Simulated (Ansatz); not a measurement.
## Generalised stacking fault on (111) (shuffle set) of a GaAs-GaSb solid solution (48 atoms): a reference run and its variants

The cell holds 48 atoms: 24 Ga, 10 Sb and 14 As. Cell: a = 8.267 Å, b = 7.159 Å, c = 20.260 Å, α = 90.0°, β = 88.1°, γ = 90.0°. It derives from GaAs and GaSb. Zinc-blende GaAs lattice (a = 5.8453 Å, the value set for the mixture), cell with z along [111], 2 x 1 x 2 periods; the third cell vector is tilted by 0.167 of 1/2[1-10] and lengthened by 0 Å, so the cell holds one fault (shuffle set); displaced by a Gaussian of 0.01 Å; 10 of 24 As sites given to Sb at random (lattice constant by Vegard's rule between GaAs and GaSb).

Geometry: as built.

Reference run: Kohn-Sham DFT, PBE, PAW (set soft_2), plane waves (Ansatz 0.2.0), cutoff 420 eV, k-mesh 2×2×1, fermi-dirac smearing of 0.05 eV.

* r.m.s. force component: 0.5185 eV/Å
* pressure: 3.548 GPa
* spacing of highest filled and lowest empty level: 0.081 eV
* SCF cycles: 8
* time: 1.8 min on 4 threads of Arm Neoverse V1, shared host

Variants, in no order:
A. support functions medium, spacing 0.297 Å (grid laid 0.281 Å)
B. support functions medium, spacing 0.183 Å (grid laid 0.172 Å)
C. basis.ecutwfc = "500 eV", hamiltonian.xc = "rpbe" and scf.lower_state_search = "off"
D. support functions high

**Question.** Rank the variants by how far their forces lie from the reference's, least first.

D, B, A, C.

```csv
variant,"Δ force, r.m.s. (meV/Å)",share of r.m.s. force (%)
D. support functions high,0.092,0.0178
"B. support functions medium, spacing 0.183 Å (grid laid 0.172 Å)",0.441,0.0851
"A. support functions medium, spacing 0.297 Å (grid laid 0.281 Å)",5.15,0.994
"C. basis.ecutwfc = "500 eV", hamiltonian.xc = "rpbe" and scf.lower_state_search = "off"",11.2,2.15
```

[Logs are printed without paths, hosts, clocks, repeated set-up lines and the standing remarks that a program may print on its own settings, such as how far it seeks lower states.]

[Hosts, paths, dates, database ids (printed as entryN), source tags and the programs' standing remarks are cut or masked in the printed files.]
